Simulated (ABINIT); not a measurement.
# BaLiF3 (Pm-3m): a self-consistent loop beyond G0W0, cycle by cycle

Aim: iterate the self-energy on BaLiF3 (Pm-3m) and follow the gap from cycle to cycle.

Calculated with ABINIT 10.8.3; LDA and many-body steps on it, plane waves.

**1. The starting structure**

It takes space group Pm-3m (No. 221, cubic). Conventional cell: a = 3.989 Å, b = 3.989 Å, c = 3.989 Å, α = 90.00°, β = 90.00°, γ = 90.00°. Nearest to Ba lie 12 F at 2.82 Å. Nearest to Li lie 6 F at 1.99 Å. Nearest to F lie 2 Li at 1.99 Å and 4 Ba at 2.82 Å. Farther neighbours and most contacts between anions are not listed.

As a file:

```cif
data_structure
_symmetry_space_group_name_H-M 'P 1'
_symmetry_Int_Tables_number 1
_cell_length_a 3.9886
_cell_length_b 3.9886
_cell_length_c 3.9886
_cell_angle_alpha 90.000
_cell_angle_beta 90.000
_cell_angle_gamma 90.000
_cell_volume 63.45
loop_
_atom_site_label
_atom_site_type_symbol
_atom_site_fract_x
_atom_site_fract_y
_atom_site_fract_z
_atom_site_occupancy
Ba1 Ba 0.00000 0.00000 0.00000 1
Li2 Li 0.50000 0.50000 0.50000 1
F3 F 0.00000 0.50000 0.50000 1
F4 F 0.50000 0.50000 0.00000 1
F5 F 0.50000 0.00000 0.50000 1
```

The cell and positions are those that the Materials Project relaxed with its own functionals (PBE, PBE+U or r2SCAN), kept fixed. Spin-orbit coupling is left out unless a step names it.

**2. Empty states on the mesh, 2×2×2 mesh, 63 bands**

This step: ABINIT 10.8.3; DFT, LDA, plane waves, norm-conserving pseudopotentials.

The sums over transitions need many empty states on a uniform mesh; this step solves for them.

Contents of run.abi:

```
acell 3*1.0 Angstrom
rprim 
  3.988581640000 0.000000000000 0.000000000000
  0.000000000000 3.988581640000 0.000000000000
  0.000000000000 0.000000000000 3.988581640000
ntypat 3
znucl 56 3 9
natom 5
typat 1 2 3 3 3
xred 
  0.000000000000 0.000000000000 0.000000000000
  0.500000000000 0.500000000000 0.500000000000
  0.000000000000 0.500000000000 0.500000000000
  0.500000000000 0.500000000000 0.000000000000
  0.500000000000 0.000000000000 0.500000000000
pp_dirpath "pseudos"
pseudos "Ba.upf, Li.upf, F.upf"
ecut 36
ngkpt 2 2 2
nshiftk 1
shiftk 0 0 0
kptopt 1
chksymbreak 0
iscf -2
irdden 1
istwfk *1
nband 63
nbdbuf 4
tolwfr 1e-09
nstep 60
prtvol 0
indata_prefix "in"
outdata_prefix "out"
tmpdata_prefix "tmp"
```

Launch:

```
$ OMP_NUM_THREADS=1 mpirun -n 4 abinit run.abi > log
```

Numbers of over 12 decimals in the logs are rounded to 6 here.

The log of the run:

```text
.Version 10.8.3 of ABINIT. v10.8.2 released Aug 2026.

 Symmetries : space group Pm -3 m (#221); Bravais cP (primitive cubic)
[... echo of the input left out ...]
== DATASET  1 ==================================================================
-   mpi_nproc: 4, omp_nthreads: 1 (-1 if OMP is not activated)

--- !DatasetInfo
iteration_state: {dtset: 1, }
dimensions: {natom: 5, nkpt: 4, mband: 63, nsppol: 1, nspinor: 1, nspden: 1, mpw: 4468, }
cutoff_energies: {ecut:  36.0, pawecutdg:  -1.0, }
[...]
1.09032    1.09032    1.21110    1.21110    1.30526    1.34520    1.34520    1.34520
   1.36537    1.36537    1.41185    1.41185    1.41185    1.53191    1.53191    1.53191
   1.56028    1.56097    1.56097    1.56097    1.61016    1.63527    1.67911
 prteigrs : prtvol=0 or 1, do not print more k-points.

== END DATASET(S) ==============================================================
================================================================================

 -outvars: echo values of variables after computation  --------
            nband          63
             nkpt           4
          spgroup         221
 [... the other variables as echoed above ...]

 Calculation completed.
```

It took 16 s on 4 MPI ranks of Arm Neoverse N1, shared host; peak memory 0.29 GiB; 65 s of CPU time.

Numbers from this step:

```
gap                                                           : 6.550 eV
k of the valence top                                          : 0, 0, 0
k of the conduction bottom                                    : 0, 0, 0
least direct gap                                              : 6.550 eV
k points computed                                             : 4
lowest point of the top converged band, above the valence top : 39.93 eV
```

On this mesh the gap is 6.550 eV.

The density comes from a self-consistent run that is not shown.

**3. Screening, 2×2×2 mesh, 59 bands, screening to 106.1 eV**

The RPA dielectric matrix is built and inverted for each q.

This step: RPA screening on LDA, plane waves, norm-conserving pseudopotentials.

run.abi: that of step 2 with these lines changed.

```diff
@@ -23,10 +23,11 @@
 chksymbreak 0
-iscf -2
-irdden 1
 istwfk *1
-nband 63
-nbdbuf 4
-tolwfr 1e-09
-nstep 60
-prtvol 0
+occopt 1
+irdwfk 1
+optdriver 3
+nband 59
+ecuteps 3.9
+inclvkb 2
+awtr 1
+symchi 1
 indata_prefix "in"
```

The log of the run:

```text
.Version 10.8.3 of ABINIT. v10.8.2 released Aug 2026.

 Symmetries : space group Pm -3 m (#221); Bravais cP (primitive cubic)
[... echo of the input left out ...]
== DATASET  1 ==================================================================
-   mpi_nproc: 4, omp_nthreads: 1 (-1 if OMP is not activated)

--- !DatasetInfo
iteration_state: {dtset: 1, }
dimensions: {natom: 5, nkpt: 4, mband: 59, nsppol: 1, nspinor: 1, nspden: 1, mpw: 4468, }
cutoff_energies: {ecut:  36.0, pawecutdg:  -1.0, }
electrons: {nelect:   3.40000000E+01, charge:   0.00000000E+00, occopt:   1.00000000E+00, tsmear:   1.00000000E-02, }

 SCREENING: Calculation of the susceptibility and dielectric matrices

 Based on a program developped by R.W. Godby, V. Olevano, G. Onida, and L. Reining.
 Incorporated in ABINIT by V. Olevano, G.-M. Rignanese, and M. Torrent.
.Using double precision arithmetic ; gwpc =  8

[... cell and pseudopotentials left out ...]
--------------------------------------------------------------------------------

 ==== K-mesh for the wavefunctions ====
 Number of points in the irreducible wedge :     4
[... list of points left out ...]
 Together with 48 symmetry operations and time-reversal symmetry
 yields     8 points in the full Brillouin Zone.

 ==== Q-mesh for the screening function ====
 Number of points in the irreducible wedge :     4
[... list of points left out ...]
 Together with 48 symmetry operations and time-reversal symmetry
 yields     8 points in the full Brillouin Zone.

 setmesh: FFT mesh size selected  =    27x   27x   27
          total number of points  =        19683

 vcoul_init : cutoff-mode = AUXILIARY_FUNCTION
 q-points for optical limit:   1
     1)      0.000010    0.000020    0.000030

- screening: taking advantage of time-reversal symmetry
- Maximum band index for partially occupied states nbvw = 17
- Remaining bands to be divided among processors   nbcw = 42
- Number of bands treated by each node ~10

 Number of electrons calculated from density =   34.0000; Expected =   34.0000
 average of density, n =  0.079401
 r_s =    1.4433
 omega_plasma =   27.1812 [eV]

 calculating chi0 at frequencies [eV] :
  1    0.000000E+00    0.000000E+00
  2    0.000000E+00    2.718123E+01

--------------------------------------------------------------------------------
  q-point number  1        q = ( 0.000000, 0.000000, 0.000000) [r.l.u.]
--------------------------------------------------------------------------------
[... chi0 elements left out ...]
 For q-point:  0.000010 0.000020 0.000030
  dielectric constant =   2.6781
  dielectric constant without local fields =   2.8887

  Average fulfillment of the sum rule on Im[epsilon] for q-point    1 :     39.37  [%]
[... wings left out ...]
  q-point number  2        q = ( 0.500000, 0.000000, 0.000000) [r.l.u.]
--------------------------------------------------------------------------------
[... chi0 elements left out ...]
  Average fulfillment of the sum rule on Im[epsilon] for q-point    2 :     49.42  [%]

 [... 2 further q-points ...]
```

Wall time 10 s (4 MPI ranks); peak memory 0.55 GiB; 41 s of CPU time.

This step gave:

- ε∞ with local fields, on this mesh, along the program's q direction: 2.678
- the same without local fields: 2.889
- plasma frequency: 27.18 eV
- plane waves in the screening matrix: 171

Local fields lower ε∞ by 7 %. On a Γ-centred mesh this coarse the value itself is usually too large, while a short band sum pulls it down.

**4. G0W0**

The self-energy is evaluated for the states that the input lists, and the levels follow from it, in one-shot runs by the linearised quasiparticle equation.

This step: G0W0 on LDA, plane waves, norm-conserving pseudopotentials.

run.abi: that of step 3 with these lines changed.

```diff
@@ -26,8 +26,15 @@
 irdwfk 1
-optdriver 3
+optdriver 4
 nband 59
+gwcalctyp 0
+ecutsigx 36
+symsigma 1
+nkptgw 1
+kptgw 
+  0.0000000000 0.0000000000 0.0000000000
+bdgw 
+  15 19
 ecuteps 3.9
-inclvkb 2
-awtr 1
-symchi 1
+irdscr 1
+ppmodel 1
 indata_prefix "in"
```

The log of the run:

```text
.Version 10.8.3 of ABINIT. v10.8.2 released Aug 2026.

 Symmetries : space group Pm -3 m (#221); Bravais cP (primitive cubic)
[... echo of the input left out ...]
== DATASET  1 ==================================================================
-   mpi_nproc: 4, omp_nthreads: 1 (-1 if OMP is not activated)

--- !DatasetInfo
iteration_state: {dtset: 1, }
dimensions: {natom: 5, nkpt: 4, mband: 59, nsppol: 1, nspinor: 1, nspden: 1, mpw: 4468, }
cutoff_energies: {ecut:  36.0, pawecutdg:  -1.0, }
electrons: {nelect:   3.40000000E+01, charge:   0.00000000E+00, occopt:   1.00000000E+00, tsmear:   1.00000000E-02, }

 SIGMA: Calculation of the GW corrections

 Based on a program developped by R.W. Godby, V. Olevano, G. Onida, and L. Reining.
 Incorporated in ABINIT by V. Olevano, G.-M. Rignanese, and M. Torrent.
.Using double precision arithmetic ; gwpc =  8

[... cell and pseudopotentials left out ...]
--------------------------------------------------------------------------------

 ==== K-mesh for the wavefunctions ====
 Number of points in the irreducible wedge :     4
[... list of points left out ...]
 Together with 48 symmetry operations and time-reversal symmetry
 yields     8 points in the full Brillouin Zone.

 ==== Q-mesh for screening function ====
 Number of points in the irreducible wedge :     4
[... list of points left out ...]
 Together with 48 symmetry operations and time-reversal symmetry
 yields     8 points in the full Brillouin Zone.

 vcoul_init : cutoff-mode = AUXILIARY_FUNCTION
 q-points for optical limit:   1
     1)      0.000010    0.000020    0.000030
 setmesh: FFT mesh size selected  =    45x   45x   45
          total number of points  =        91125

 Number of electrons calculated from density =   34.0000; Expected =   34.0000
 average of density, n =  0.079401
 r_s =    1.4433
 omega_plasma =   27.1812 [eV]

 === KS Band Gaps ===
  >>>> For spin  1
   Minimum direct gap =   6.5504 [eV], located at k-point      :   0.0000  0.0000  0.0000
   Fundamental gap    =   6.5504 [eV], Top of valence bands at :   0.0000  0.0000  0.0000
                                       Bottom of conduction at :   0.0000  0.0000  0.0000
 SIGMA fundamental parameters:
 PLASMON POLE MODEL  1
 number of plane-waves for SigmaX                 4385
 number of plane-waves for SigmaC and W            171
 number of plane-waves for wavefunctions          4385
 number of bands                                    59
 number of independent spin polarizations            1
 number of spinorial components                      1
 number of k-points in IBZ                           4
 number of q-points in IBZ                           4
 number of symmetry operations                      48
 number of k-points in BZ                            8
 number of q-points in BZ                            8
 number of frequencies for dSigma/dE                 9
 frequency step for dSigma/dE [eV]                0.25
 number of omega for Sigma on real axis              0
 max omega for Sigma on real axis  [eV]           0.00
 zcut for avoiding poles [eV]                     0.10

 EPSILON^-1 parameters (SCR file):
 dimension of the eps^-1 matrix on file            171
 dimension of the eps^-1 matrix used               171
 number of plane-waves for wavefunctions          4385
 number of bands                                    59
 number of q-points in IBZ                           4
 number of frequencies                               2
 number of real frequencies                          1
 number of imag frequencies                          1

 matrix elements of self-energy operator (all in [eV])

 Perturbative Calculation

--- !SelfEnergy_ee
iteration_state: {dtset: 1, }
kpoint     : [   0.000,    0.000,    0.000, ]
spin       : 1
KS_gap     :    6.550
QP_gap     :   10.007
Delta_QP_KS:    3.457
data: !SigmaeeData |
     Band     E0 <VxcDFT>   SigX SigC(E0)      Z dSigC/dE  Sig(E)    E-E0       E
       15   1.789 -22.500 -29.824   5.457   0.806  -0.241 -24.004  -1.504   0.285
       16   1.789 -22.500 -29.824   5.457   0.806  -0.241 -24.004  -1.504   0.285
       17   1.789 -22.500 -29.824   5.457   0.806  -0.241 -24.004  -1.504   0.285
       18   8.340 -10.222  -4.967  -3.035   0.879  -0.137  -8.270   1.952  10.292
       19   8.340 -10.222  -4.967  -3.035   0.879  -0.137  -8.270   1.952  10.292

== END DATASET(S) ==============================================================
================================================================================

 -outvars: echo values of variables after computation  --------
           etotal      0.0000000000E+00
            nband          59
             nkpt           4
          spgroup         221
 [... the other variables as echoed above ...]

 Calculation completed.
```

The job ended after 5.6 s (4 MPI ranks; peak memory 0.19 GiB; 22 s of CPU time).

This step gave:

```
G0W0 gap on the points computed              : 10.01 eV
starting gap on the mesh                     : 6.550 eV
k of the valence top                         : 0, 0, 0
k of the conduction bottom                   : 0, 0, 0
Z at the valence top                         : 0.806
Z at the conduction bottom                   : 0.879
least direct G0W0 gap on the computed points : 10.01 eV
```

The gap on the mesh goes from 6.55 eV to 10.01 eV, a correction of +3.46 eV.

**5. evGW0, cycle 1**

This step: evGW0 on LDA, plane waves, norm-conserving pseudopotentials.

run.abi: that of step 4 with these lines changed.

```diff
@@ -28,10 +28,16 @@
 nband 59
-gwcalctyp 0
+gwcalctyp 10
 ecutsigx 36
 symsigma 1
-nkptgw 1
+nkptgw 4
 kptgw 
   0.0000000000 0.0000000000 0.0000000000
+  0.5000000000 0.0000000000 0.0000000000
+  0.5000000000 0.5000000000 0.0000000000
+  0.5000000000 0.5000000000 0.5000000000
 bdgw 
-  15 19
+  6 26
+  6 26
+  6 26
+  6 26
 ecuteps 3.9
```

The log of the run:

```text
.Version 10.8.3 of ABINIT. v10.8.2 released Aug 2026.

 Symmetries : space group Pm -3 m (#221); Bravais cP (primitive cubic)
[... echo of the input left out ...]
== DATASET  1 ==================================================================
-   mpi_nproc: 4, omp_nthreads: 1 (-1 if OMP is not activated)

--- !DatasetInfo
iteration_state: {dtset: 1, }
dimensions: {natom: 5, nkpt: 4, mband: 59, nsppol: 1, nspinor: 1, nspden: 1, mpw: 4468, }
cutoff_energies: {ecut:  36.0, pawecutdg:  -1.0, }
electrons: {nelect:   3.40000000E+01, charge:   0.00000000E+00, occopt:   1.00000000E+00, tsmear:   1.00000000E-02, }

 SIGMA: Calculation of the GW corrections

 Based on a program developped by R.W. Godby, V. Olevano, G. Onida, and L. Reining.
 Incorporated in ABINIT by V. Olevano, G.-M. Rignanese, and M. Torrent.
.Using double precision arithmetic ; gwpc =  8

[... cell and pseudopotentials left out ...]
--------------------------------------------------------------------------------

 ==== K-mesh for the wavefunctions ====
 Number of points in the irreducible wedge :     4
[... list of points left out ...]
 Together with 48 symmetry operations and time-reversal symmetry
 yields     8 points in the full Brillouin Zone.

 ==== Q-mesh for screening function ====
 Number of points in the irreducible wedge :     4
[... list of points left out ...]
 Together with 48 symmetry operations and time-reversal symmetry
 yields     8 points in the full Brillouin Zone.

 vcoul_init : cutoff-mode = AUXILIARY_FUNCTION
 q-points for optical limit:   1
     1)      0.000010    0.000020    0.000030
 setmesh: FFT mesh size selected  =    45x   45x   45
          total number of points  =        91125

 Number of electrons calculated from density =   34.0000; Expected =   34.0000
[...]
--- !SelfEnergy_ee
iteration_state: {dtset: 1, }
kpoint     : [   0.500,    0.500,    0.000, ]
spin       : 1
KS_gap     :    9.012
QP_gap     :   12.763
Delta_QP_KS:    3.750
data: !SigmaeeData |
     Band     E_DFT   <VxcDFT>   E(N-1)  <Hhartree>   SigX  SigC[E(N-1)]    Z     dSigC/dE  Sig[E(N)]  DeltaE  E(N)_pert E(N)_diago
[...]
--- !SelfEnergy_ee
iteration_state: {dtset: 1, }
kpoint     : [   0.500,    0.500,    0.500, ]
spin       : 1
KS_gap     :    8.120
QP_gap     :   11.783
Delta_QP_KS:    3.664
data: !SigmaeeData |
     Band     E_DFT   <VxcDFT>   E(N-1)  <Hhartree>   SigX  SigC[E(N-1)]    Z     dSigC/dE  Sig[E(N)]  DeltaE  E(N)_pert E(N)_diago
[...]
25    17.306   -12.251    17.306    29.557    -5.674    -3.636     0.849    -0.177    -9.753     2.498    19.804    20.247
       26    17.306   -12.251    17.306    29.557    -5.674    -3.636     0.849    -0.177    -9.753     2.498    19.804    20.247

 New Fermi energy :        1.926137E-01 Ha ,    5.241287E+00 eV

 === QP Band Gaps ===
  >>>> For spin  1
   Minimum direct gap =  10.6381 [eV], located at k-point      :   0.0000  0.0000  0.0000
   Fundamental gap    =  10.6381 [eV], Top of valence bands at :   0.0000  0.0000  0.0000
                                       Bottom of conduction at :   0.0000  0.0000  0.0000

 writing QP data on file : out_QPS

 Convergence of QP corrections
 >>>>> For spin  1 <<<<<
.  kptgw no:  1; Maximum DeltaE = (   2.065  -0.000) for band index: 20
.  kptgw no:  2; Maximum DeltaE = (   2.173  -0.000) for band index: 19
.  kptgw no:  3; Maximum DeltaE = (   2.475   0.000) for band index: 20
.  kptgw no:  4; Maximum DeltaE = (   2.153   0.000) for band index: 18

== END DATASET(S) ==============================================================
================================================================================

 -outvars: echo values of variables after computation  --------
           etotal      0.0000000000E+00
            nband          59
             nkpt           4
          spgroup         221
 [... the other variables as echoed above ...]

 Calculation completed.
```

Wall time 30 s (4 MPI ranks); peak memory 1.1 GiB.

Numbers from this step:

| Property | Result |
| --- | --- |
| quasiparticle gap on the mesh | 10.64 eV |
| gap of the density functional on the mesh | 6.550 eV |
| k of the valence top | 0, 0, 0 |
| k of the conduction bottom | 0, 0, 0 |
| Z at the valence top | 0.806 |
| Z at the conduction bottom | 0.879 |
| least direct quasiparticle gap on the computed points | 10.64 eV |

Against G0W0 in ABINIT (2×2×2 mesh, 59 bands, screening to 106.1 eV, Godby-Needs plasmon pole), the gap moves by +0.631 eV. This first cycle still uses the starting levels; it takes the full correction, at all points of the mesh, and its linearised value is 10.007 eV.

**6. evGW0, cycle 2**

The corrected levels of the last cycle go back in.

run.abi: that of step 5 with these lines changed.

```diff
@@ -45,2 +45,3 @@
 ppmodel 1
+irdqps 1
 indata_prefix "in"
```

The log of the run:

```text
.Version 10.8.3 of ABINIT. v10.8.2 released Aug 2026.

 Symmetries : space group Pm -3 m (#221); Bravais cP (primitive cubic)
[... echo of the input left out ...]
== DATASET  1 ==================================================================
-   mpi_nproc: 4, omp_nthreads: 1 (-1 if OMP is not activated)

--- !DatasetInfo
iteration_state: {dtset: 1, }
dimensions: {natom: 5, nkpt: 4, mband: 59, nsppol: 1, nspinor: 1, nspden: 1, mpw: 4468, }
cutoff_energies: {ecut:  36.0, pawecutdg:  -1.0, }
[...]
.  kptgw no:  2; Maximum DeltaE = (   0.042   0.000) for band index: 17
.  kptgw no:  3; Maximum DeltaE = (  -0.158   0.000) for band index: 20
.  kptgw no:  4; Maximum DeltaE = (  -0.086  -0.000) for band index: 19

== END DATASET(S) ==============================================================
================================================================================

 -outvars: echo values of variables after computation  --------
           etotal      0.0000000000E+00
            nband          59
             nkpt           4
          spgroup         221
 [... the other variables as echoed above ...]

 Calculation completed.
```

Elapsed: 31 s, on 4 MPI ranks; peak memory 1.1 GiB; 2 min of CPU time.

This step gave:

* quasiparticle gap on the mesh: 10.51 eV
* gap of the density functional on the mesh: 6.550 eV
* k of the valence top: 0, 0, 0
* k of the conduction bottom: 0, 0, 0
* least direct quasiparticle gap on the computed points: 10.51 eV

Against the cycle before, the gap moves by −0.125 eV.

(Part 1 of 3 ends here.)

[Paths, hosts, dates, memory and timing lines, banners, echoed tables and standing remarks are left out of the program output.]

[Logs are printed without paths, hosts, clocks, repeated set-up lines and the standing remarks that a program may print on its own settings, such as how far it seeks lower states.]

[Runs of the session that timed out or met a known fault of the program may be left out.]

[Hosts, paths, dates, database ids (printed as entryN), source tags and the programs' standing remarks are cut or masked in the printed files.]

[G0W0 gaps are taken among the corrected bands and points alone; a level outside them can change the order at an edge.]

[Where Ansatz stands beside ABINIT at settings called matched, ABINIT's density can come from a denser mesh and the files from another edition; pairs whose starting gaps differed by over 0.03 eV were left out, so agreement reads better than it is.]
